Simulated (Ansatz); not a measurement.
# KMgF3: optical spectrum from first principles, part 2 of 2

Wanted: where KMgF3 starts to absorb, how strongly, and its refractive index.

Ansatz 0.2.0; DFT, PBE, plane-wave PAW, default files, scalar-relativistic, independent-particle optical response without local fields.

So far. Step 2 (Ground state and bands): There is a gap, 7.33 eV on the path, so no carriers' term is needed. The cell is left with a pressure of 3.8 GPa, as it stands unrelaxed at this level.

## 3. Spectrum (continued)

Optical constants at common wavelengths, from n + ik = √ε:

| wavelength (nm) | n | k | R (%) | 1/α |
| --- | --- | --- | --- | --- |
| 1550 | 1.47 | 0.000 | 3.7 | over 1 mm |
| 633 | 1.48 | 0.000 | 3.7 | over 1 mm |
| 532 | 1.48 | 0.000 | 3.8 | over 1 mm |
| 450 | 1.49 | 0.000 | 3.8 | over 1 mm |
| 365 | 1.50 | 0.000 | 3.9 | over 1 mm |
| 248 | 1.53 | 0.000 | 4.3 | over 1 mm |
| 193 | 1.58 | 0.000 | 5.0 | over 1 mm |

Through 1 µm of it, D65 light comes out colourless (x = 0.313, y = 0.329; 93 % transmitted).

## 4. Static response with local fields

Perturbation theory gives the static response with local fields and the functional's kernel, and it needs no empty bands.

This step: DFT, PBE, plane-wave PAW, default files, scalar-relativistic, static field response by perturbation theory with local fields (Ansatz 0.2.0).

input.yaml

```yaml
crystal:
  lattice:
    - [3.9859, 0.0, 0.0]
    - [0.0, 3.9859, 0.0]
    - [0.0, 0.0, 3.9859]
  atoms:
    - { symbol: K, position: [0.5, 0.5, 0.5] }
    - { symbol: Mg, position: [0.0, 0.0, 0.0] }
    - { symbol: F, position: [0.0, 0.0, 0.5] }
    - { symbol: F, position: [0.0, 0.5, 0.0] }
    - { symbol: F, position: [0.5, 0.0, 0.0] }
kpoints:
  mp_grid: { grid: [6, 6, 6] }
scf:
  occupations: { method: fixed }
hamiltonian:
  xc: pbe
  pseudopotentials: { kind: paw }
dielectric: {}
```

Started as:

```console
> ansatz run input.yaml --threads 4 --pin off --max-ram 8192MiB --backend cpu --events-out ev --progress --plain --runs-dir out
```

Numbers of over 12 decimals in the logs are rounded to 6 here.

The program printed:

```text
[...]
Crystal: 5 atoms, lattice volume = 63.326 Å³
Basis set: ecut = 420 eV, 1237 PW (Γ), exchange–correlation on 54×54×54 points (8 copies of the dense FFT grid, shifted against one another)
Bands: 25, of which v1, the nominal top of the filled ones, is band 20 counted from 1 (19 counted from 0)
Symmetry: 48 space group operations
k-points: 40 of 216 (irreducible under 8 space group operations, time reversal used)
[...]
SCF iter   1: F=—  HF=-5894.699814 eV  |F-HF|=—  |Δ(HF+E_count)|=         —  Δρ=5.09e-4  dr2=4.06e-5  ethr=1.77e-3  ⟨swp⟩=4.3  Hψ=4213  notcnv=0  defer=64
[...]
SCF iter   8: F=-5894.699661 eV  HF=-5894.699661 eV  |F-HF|=1.73e-11  |Δ(HF+E_count)|=  2.91e-11  Δρ=1.93e-7  dr2=1.75e-11  ethr=1.00e-12  ⟨swp⟩=8.2  Hψ=3833  notcnv=0
SCF 1 converged in 8 iterations: F = -5894.699661 eV  dr2 = 1.75e-11
[...]
DFPT response loops at Γ: preconditioner auto → none (the input reference at scf.mixing.eps_inf says where Resta's filter doesn't serve); β = 0.50; Broyden in place of MSR1
SCF converged after 8 iterations
Free energy (F): -5894.699661 eV
[...]
Internal energy: -5894.699661 eV  (E = F + TS)
E sigma→0 (E₀):  -5894.699661 eV
Fermi energy:    2.851177 eV
[...]
--- Band table (eV; the first three rows and the last of 40) ---
  k-point 0: bands = [... 16 lower, 2.2270, 2.5305, 2.5305, 2.5305, 10.1856, 12.9408, 12.9408, 15.0659, ... 1 higher]
  k-point 1: bands = [... 16 lower, 2.1708, 2.2739, 2.4776, 2.4776, 10.6666, 13.1827, 13.2273, 15.1884, ... 1 higher]
  k-point 2: bands = [... 16 lower, 2.0536, 2.0536, 2.3744, 2.3744, 11.8417, 13.6901, 13.6942, 15.4707, ... 1 higher]
  k-point 39: bands = [... 16 lower, 1.7429, 2.8512, 2.8512, 2.8512, 13.3132, 13.3132, 13.3132, 16.8149, ... 1 higher]
--- Dielectric response (ions clamped): 1 representative field direction + reference, on 40 of 216 k-points (Σ response iterations 8) ---
  k mesh reduced under 8 symmetry operations, with k and −k counted as one. Each operation leaves every solved perturbation unchanged. A smaller set is not considered because the run solves the response to a homogeneous field
  ε∞ (high-frequency dielectric tensor):
        2.094362     0.000000    -0.000000
       -0.000000     2.094362     0.000000
        0.000000     0.000000     2.094362
  Born effective charges Z* (e; rows j = field, columns β = displacement):
    site 0:
         1.18769    0.00000    0.00000
         0.00000    1.18769    0.00000
        -0.00000    0.00000    1.18769
    site 1:
         2.00784   -0.00000    0.00000
        -0.00000    2.00784    0.00000
        -0.00000    0.00000    2.00784
    site 2:
        -0.96005   -0.00000    0.00000
         0.00000   -0.96005    0.00000
        -0.00000    0.00000   -1.27542
    site 3:
        -0.96005   -0.00000   -0.00000
        -0.00000   -1.27542    0.00000
         0.00000    0.00000   -0.96005
    site 4:
        -1.27542   -0.00000    0.00000
         0.00000   -0.96005    0.00000
        -0.00000    0.00000   -0.96005
  Z* charge neutrality: 1.040e-4 e pre-enforcement
  k-mesh period / interband length: 23.9 Å / 0.84 Å = 28.31 at k = (0.0000, 0.0000, 0.0000), direct gap 7.655 eV — 14 or more, which is no proof of convergence
```

It took 2.7 s on 4 threads of Intel Xeon 6975P-C (Granite Rapids), shared host; peak memory 0.5 GiB; 9.7 s of CPU time.

Read-outs, printed or worked out from the files:

```
electronic dielectric constant ε∞, mean over x, y and z (by symmetry where fewer were run) : 2.094
```

ε∞ with local fields:

```
2.09 0.00 0.00
0.00 2.09 0.00
0.00 0.00 2.09
```

Diagonal elements. Born, by row:

| atom | Z*xx (e) | Z*yy (e) | Z*zz (e) |
| --- | --- | --- | --- |
| K1 | 1.188 | 1.188 | 1.188 |
| Mg2 | 2.008 | 2.008 | 2.008 |
| F3 | -0.96 | -0.96 | -1.275 |
| F4 | -0.96 | -1.275 | -0.96 |
| F5 | -1.275 | -0.96 | -0.96 |

Mean Born charges are K +1.19, Mg +2.01 and F -1.07, against formal valences of +1, +2 and -1. The largest lies a little above its ionic value.

## 5. Outcome

* gap on the path: 7.33 eV
* least direct gap on the path: 7.66 eV
* electronic dielectric constant ε∞, mean over x, y and z (by symmetry where fewer were run) (independent particles): 2.17
* absorption onset, first axis (α over 10⁴ cm⁻¹, or the direct gap if that lies higher): 7.65 eV
* electronic dielectric constant ε∞, mean over x, y and z (by symmetry where fewer were run) (static response with local fields): 2.09

**Reading.** At this level (PBE, independent particles) KMgF3 has ε∞ = 2.17 (2.09 with local fields) and n = 1.47 at 1550 nm; absorption sets in near 7.7 eV. The gap is indirect (7.33 eV), so absorption without phonons can begin only at the direct gap of 7.66 eV. Lines 0.15 eV wide carry a tail of absorption under the direct gap, past the threshold already at 7.61 eV. Absorption passes 10⁴ cm⁻¹ from the direct gap on, 7.65 eV, in the ultraviolet, so the visible is passed. Distinct maxima of Im ε, read by a parabola through the highest points, lie at 11.53 eV (2.8), 17.77 eV (2.0), 19.97 eV (3.2) and 21.80 eV (4.8). Through 1 µm of it, D65 light comes out colourless (x = 0.313, y = 0.329; 93 % transmitted). With local fields and the functional's kernel the static response is 2.09 against 2.17 for independent particles (-3 %). In the base spectrum excitons and phonon-assisted transitions are missing, and so are local fields; PBE gaps are as a rule too small, which pulls the onset down and ε∞ up. In the base run ε includes the program's bounded estimate of what the bands above those summed add.

[Logs are printed without paths, hosts, clocks, repeated set-up lines and the standing remarks that a program may print on its own settings, such as how far it seeks lower states.]

[Hosts, paths, dates, database ids (printed as entryN), source tags and the programs' standing remarks are cut or masked in the printed files.]
